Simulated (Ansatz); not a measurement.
## MgO (Fm-3m):La_Mg, thermodynamic levels from a 54-atom cell

Aim: at which Fermi levels does La_Mg in MgO (Fm-3m) change its charge? The model is a cell of 54 host atoms with 1 Mg taken out and 1 La put in.

Calculated with Ansatz 0.2.0; place-levels on r2SCAN runs: charge-transition levels and formation energies with image-charge correction and potential alignment at the atomic sites; PAW set soft_1.

**Measured values to reproduce.**

“Electronic structure of alkaline earth and post-transition metal oxides” (2009, arxiv:0908.1581) quotes from earlier work for MgO, rocksalt (bulk crystal): band gap (literature experimental gap) 7.83 eV [Literature value based on experiment; other listed experimental values range from 7.7 to …].

**1. The structure**

The cell holds 54 atoms: 26 Mg, 27 O and 1 La. Cell: a = 8.925 Å, b = 8.925 Å, c = 8.925 Å, α = 60.0°, β = 60.0°, γ = 60.0°. It derives from MgO (space group Fm-3m). Nearest the centre at fractional (0.667, 0.667, 0.333): La51 at 0.00 Å, O28 at 2.10 Å, O32 at 2.10 Å, O44 at 2.10 Å, O50 at 2.10 Å, O46 at 2.10 Å, O34 at 2.10 Å, Mg35 at 2.98 Å.

Screening for the image-charge correction: ε∞ = 3.24, ε0 = 10.37, from a response run on this crystal (DFPT, PBEsol) at that run's own cell.

The cell's shortest repeat is 8.9 Å.

**2. The runs of each charge state**

A transition level is the Fermi level at which two charge states cost the same, so each charge needs its own total energy, at its own relaxed structure.

Each atom starts 0.05 Å or so off its site in a random direction: a symmetric start keeps its symmetry, and would miss off-centre moves and Jahn–Teller distortions. Forces are taken at one point at (¼, ¼, ¼). The cell holds 1 electron more than the neutral one, with a uniform background that keeps it neutral on the whole.

The sampling was tested on the host first: at the k-points planned (1x1x1 shifted 0.25 0.25 0.25) its energy lies 0.020 eV an atom from the dense-mesh value, under the bound of 0.02 eV set for this test; that bounds the host's error, not the defect's.

One of the inputs; charge, spin and start change from state to state.

The input, qm1.relax/input.yaml:

```yaml
crystal:
  lattice:
    - [0.0, 6.31124291, 6.31124291]
    - [6.31124291, 0.0, 6.31124291]
    - [6.31124291, 6.31124291, 0.0]
  atoms:
    - { symbol: Mg, position: [0.0, 0.0, 0.0] }
    - { symbol: O, position: [0.16666667, 0.16666667, 0.16666667] }
[... 6 atom lines left out ...]
    - { symbol: Mg, position: [0.0, 0.33333333, 0.33333333] }
[... 3 atom lines left out ...]
    - { symbol: Mg, position: [0.0, 0.66666667, 0.0] }
[... 1 atom line left out ...]
    - { symbol: Mg, position: [0.0, 0.66666667, 0.33333333] }
[... 5 atom lines left out ...]
    - { symbol: Mg, position: [0.33333333, 0.0, 0.33333333] }
[... 6 atom lines left out ...]
    - { symbol: O, position: [0.5, 0.5, 0.5] }
[... 1 atom line left out ...]
    - { symbol: O, position: [0.5, 0.5, 0.83333333] }
[... 1 atom line left out ...]
    - { symbol: O, position: [0.5, 0.83333333, 0.16666667] }
    - { symbol: Mg, position: [0.33333333, 0.66666667, 0.33333333] }
    - { symbol: O, position: [0.5, 0.83333333, 0.5] }
    - { symbol: Mg, position: [0.33333333, 0.66666667, 0.66666667] }
[... 1 atom line left out ...]
    - { symbol: Mg, position: [0.66666667, 0.0, 0.0] }
[... 1 atom line left out ...]
    - { symbol: Mg, position: [0.66666667, 0.0, 0.33333333] }
[... 4 atom lines left out ...]
    - { symbol: O, position: [0.83333333, 0.5, 0.16666667] }
    - { symbol: Mg, position: [0.66666667, 0.33333333, 0.33333333] }
    - { symbol: O, position: [0.83333333, 0.5, 0.5] }
    - { symbol: Mg, position: [0.66666667, 0.33333333, 0.66666667] }
[... 1 atom line left out ...]
    - { symbol: Mg, position: [0.66666667, 0.66666667, 0.0] }
    - { symbol: O, position: [0.83333333, 0.83333333, 0.16666667] }
    - { symbol: La, position: [0.66666667, 0.66666667, 0.33333333] }
[... 1 atom line left out ...]
    - { symbol: Mg, position: [0.66666667, 0.66666667, 0.66666667] }
    - { symbol: O, position: [0.83333333, 0.83333333, 0.83333333] }
  host:
    repeats: [3, 3, 3]
    atoms:
      - { symbol: Mg, position: [0.0, 0.0, 0.0] }
      - { symbol: O, position: [0.5, 0.5, 0.5] }
total_charge: -1
basis:
  ecutwfc: 500
  xc_grid: 2
hamiltonian:
  xc: r2scan
  pseudopotentials: { kind: paw, azcp: { folder: soft_1 } }
kpoints:
  mp_grid: { grid: [1, 1, 1], shift: [0.25, 0.25, 0.25] }
scf:
  occupations: { method: fixed }
  max_iter: 80
output:
  forces: true
  charged_corrections:
    epsilon: 3.24
    static_epsilon: 10.37
    defect_position: [0.666667, 0.666667, 0.333333]
relax:
  f_tol: 0.02
  max_steps: 80
  random_displacement: { amplitude: 0.05, seed: 9076 }
checkpoint:
  write: "../qm1.relax.run"
  compress: false
  write_wavefunctions: true
  write_every: 100000
```

Started as:

```bash
$ ansatz run input.yaml --threads 4 --pin off --max-ram 7536MiB --backend cpu --events-out ev --progress --plain --runs-dir out
```

The relaxed structure is kept and the sampling changed to a 2×2×2 shifted mesh.

The run of this state that the levels use, under r2SCAN:

The input, qm1.point/input.yaml:

```yaml
crystal:
  checkpoint: "../qm1.relax.run"
  host: checkpoint
total_charge: -1
basis:
  ecutwfc: 500
  xc_grid: 2
hamiltonian:
  xc: r2scan
  pseudopotentials: { kind: paw, azcp: { folder: soft_1 } }
kpoints:
  mp_grid: { grid: [2, 2, 2], shift: [0.5, 0.5, 0.5] }
scf:
  occupations: { method: fermi_dirac, width: 0.01 }
  max_iter: 80
output:
  forces: true
  eigenvalues: true
  charged_corrections:
    epsilon: 3.24
    static_epsilon: 10.37
    defect_position: [0.666667, 0.666667, 0.333333]
  eigenstates: { localisation: true }
  populations: true
  band_densities: [{ bands: [v1, v1] }, { bands: [c1, c1] }]
  write_density: true
  write_potential: true
  volumetric_format: npy
  elf: true
checkpoint:
  read: "../qm1.relax.run"
  write: "../qm1.point.run"
  compress: false
  write_wavefunctions: false
  write_every: 100000
```

Relaxations under r2SCAN at one point at (¼, ¼, ¼); times on 4 threads of Arm Neoverse V1, shared host:

| charge | moment (μB) | occupations | outcome | steps | largest displacement against the far atoms (Å) | time |
| --- | --- | --- | --- | --- | --- | --- |
| −1 | 0 | fixed | converged | 7 | 0.17 | 89 s |
| 0 | 1 | fixed | converged | 5 | 0.17 | 2.8 min |
| +1 | 0 | fixed | converged | 6 | 0.17 | 85 s |
| −1 | 2 | fixed | converged | 12 | 0.28 | 6.4 min |

Single points under r2SCAN at a 2×2×2 shifted mesh; times on 4 threads of Arm Neoverse V1, shared host:

| charge | moment (μB) | occupations | outcome | time |
| --- | --- | --- | --- | --- |
| −1 | 0 | fermi-dirac | converged | 91 s |
| 0 | 1 | fermi-dirac | converged | 3.5 min |
| +1 | 0 | fermi-dirac | converged | 70 s |
| −1 | 2 | fermi-dirac | converged | 3.2 min |

Distances (Å) from La51 to the nearest atoms after relaxation with r2SCAN:

| charge | moment (μB) | 1. | 2. | 3. | 4. | 5. | 6. |
| --- | --- | --- | --- | --- | --- | --- | --- |
| −1 | 0 | O 2.27 | O 2.27 | O 2.27 | O 2.27 | O 2.27 | O 2.27 |
| −1 | 2 | O 2.32 | O 2.32 | O 2.35 | O 2.35 | O 2.35 | O 2.35 |
| 0 | 1 | O 2.27 | O 2.27 | O 2.27 | O 2.27 | O 2.27 | O 2.27 |
| +1 | 0 | O 2.27 | O 2.27 | O 2.27 | O 2.27 | O 2.27 | O 2.27 |

**3. place-levels, r2SCAN**

A charged cell interacts with its images and the background, and its potential has another zero than the host's. place-levels removes the first by a point-charge model, screened by the static dielectric constant since the ions have relaxed around the charge, and the second by comparing potentials at atoms far from the defect.

The host is a run of the defect-free crystal in the same cutoffs, grids and k-points, so that basis and sampling errors cancel in part in the differences. The host is run in a cell of 2 atoms on a matching mesh. Its band edges are searched through the zone by a band path, so the gap is smaller than, or equal to, that on the mesh. Chemical potentials are energies per atom of Mg (hcp) and La (dhcp), run with the same functional and cutoff.

The input, levels.point.yaml:

```yaml
host:
  run: host.point.run
states: [qm1.point.run, q0_M1.point.run, qp1.point.run, qm1_M2.point.run]
geometry_from:
  qm1.point.run: qm1.relax.run
  q0_M1.point.run: q0_M1.relax.run
  qp1.point.run: qp1.relax.run
  qm1_M2.point.run: qm1_M2.relax.run
chemical_potentials:
  Mg:
    energy: -1926.407918
    dataset: "<sha256 of the dataset>"
  La:
    energy: -6264.872275
    dataset: "<sha256 of the dataset>"
epsilon: 3.24
static_epsilon: 10.37
vertical:
  - { from: qm1.point.run, to: qm1.point_neutral.run }
  - { from: qp1.point.run, to: qp1.point_neutral.run }
  - { from: qm1_M2.point.run, to: qm1_M2.point_neutral.run }
```

Started as:

```bash
$ ansatz place-levels levels.point.yaml -- --threads 4 --pin off --max-ram 7536MiB
```

Numbers of over 12 decimals in the logs are rounded to 6 here.

The program printed:

```text
[... repeated set-up lines and file paths are left out, and long positions are rounded to six places ...]
(+1/0) 5.678 eV above the valence edge (+6.469 eV without the band-filling correction), 0.000 eV under the conduction edge
(0/-1) 6.179 eV above the valence edge (+6.323 eV without the band-filling correction), in the conduction band
formation energy of charge +1: -0.013 eV with the Fermi level at the valence edge
formation energy of charge 0: +5.665 eV with the Fermi level at the valence edge
formation energy of charge -1: +11.844 eV with the Fermi level at the valence edge
vertical -1 to 0: no energy, since no alignment is typed
  the change from vertical[0].from (qm1.point.run) to vertical[0].to (qm1.point_neutral.run): by its potential at epsilon 3.24 it stands at 0.165 0.167 0.834, with an rms radius of about 3.8 Å (2.2 2.2 2.2 Å across the planes of the cell's vectors); [...]
vertical +1 to 0: no energy, since no alignment is typed
  the change from vertical[1].from (qp1.point.run) to vertical[1].to (qp1.point_neutral.run): by its potential at epsilon 3.24 it stands at 0.667 0.666 0.333, with an rms radius of about 2.4 Å (1.4 1.4 1.4 Å across the planes of the cell's vectors); [...]
vertical -1 to 0: no energy, since no alignment is typed
  the change from vertical[2].from (qm1_M2.point.run) to vertical[2].to (qm1_M2.point_neutral.run): by its potential at epsilon 3.24 it stands at 0.640 0.749 0.306, with an rms radius of about 2.2 Å (1.1 1.6 1.1 Å across the planes of the cell's vectors); [...]
  edges by r2scan, gap 5.678 eV; the host is sampled to repeats of 17.85 Å
  the defect's cells are sampled to repeats of 17.85 Å, like sampling
  charge +1: -71800.8711 eV with its correction of +0.835 eV, at epsilon 10.37, aligned at sites: +0.5829 eV, mean over 21 atomic sites at or beyond 4.46 Å from the defect at [0.6667, 0.6667, 0.3333], with +0.000000 for the charge's moments and without [...]
  charge 0: +0.000 eV for its dipole among its images, +0.000 omitted
  states[1] (q0_M1.point.run): levels filled in part (TS 0.005 eV): its energy is of no whole electron's
  charge -1: -71772.7104 eV with its correction of -0.306 eV, at epsilon 10.37, aligned at sites: +0.5582 eV, mean over 21 atomic sites at or beyond 4.46 Å from the defect at [0.6667, 0.6667, 0.3333], with +0.000000 for the charge's moments and without [...]
  charge -1: states[0] (qm1.point.run) stands 0.769 eV higher, with a moment of 0.00 μB against 2.00
  states[0] (qm1.point.run): levels filled in part (TS 0.014 eV): its energy is of no whole electron's
  of states[2] (qp1.point.run): it parts from the run at its places by a charge that spreads by about 1.4 Å along one vector (1.3 Å or more is wide), by its potential at epsilon 3.24, taken for that of held ions (one typed too small widens it), where the cell [...]
  of states[1] (q0_M1.point.run): a band-filling correction moves a carrier to the host's band edge, which changes its energy by -0.791 eV; [...]
  of states[3] (qm1_M2.point.run): how wide its charge is, is not read beside other atoms or cores, and a band state would take no correction. [...]
  of states[0] (qm1.point.run): how wide its charge is, is not read beside other atoms or cores, and a band state would take no correction. [...]
  vertical[0].from (qm1.point.run): levels filled in part (TS 0.014 eV): its energy is of no whole electron's
  of vertical[0].from (qm1.point.run): it parts from the run at its places by a charge that spreads by about 2.2 Å along one vector (1.3 Å or more is wide), by its potential at epsilon 3.24, taken for that of held ions (one typed too small widens it), where [...]
  vertical[0].to (qm1.point_neutral.run): levels filled in part (TS 0.005 eV): its energy is of no whole electron's
  of vertical[0].to (qm1.point_neutral.run): its moments are held at its close (magnetization.spin_locking), by a field of 0.367 eV a Bohr magneton, and its energy and levels are of the state that this holds: a run that lets them go can end lower; [...]
  of vertical[1].from (qp1.point.run): it parts from the run at its places by a charge that spreads by about 1.4 Å along one vector (1.3 Å or more is wide), by its potential at epsilon 3.24, taken for that of held ions (one typed too small widens it), where [...]
  vertical[1].to (qp1.point_neutral.run): levels filled in part (TS 0.005 eV): its energy is of no whole electron's
  of vertical[1].to (qp1.point_neutral.run): its moments are held at its close (magnetization.spin_locking), by a field of 0.379 eV a Bohr magneton, and its energy and levels are of the state that this holds: a run that lets them go can end lower; [...]
  of vertical[2].from (qm1_M2.point.run): its moments are held at its close (magnetization.spin_locking), by a field of 0.048 eV a Bohr magneton, and its energy and levels are of the state that this holds: a run that lets them go can end lower; [...]
  of vertical[2].to (qm1_M2.point_neutral.run): it set out from the moments of a save, which an earlier run chose (saved_moments_taken); stability_check_not_made
```

Run time: 0.48 s. Hardware: 4 threads of Arm Neoverse V1, shared host.

(Part 1 of 2 ends here.)

[Logs are printed without paths, hosts, clocks, repeated set-up lines and the standing remarks that a program may print on its own settings, such as how far it seeks lower states.]

[Hosts, paths, dates, database ids (printed as entryN), source tags and the programs' standing remarks are cut or masked in the printed files.]

[Where a table of states has a column of steps, it counts the stored structures, which are thinned; the runs took as many ionic steps or more.]

[A defect's name tells the site on which it was built; relaxed atoms can leave that site.]

[For some hosts the program warned that the k-mesh of the response run may be too coarse for force constants and the static dielectric constant; such warnings are not shown here.]
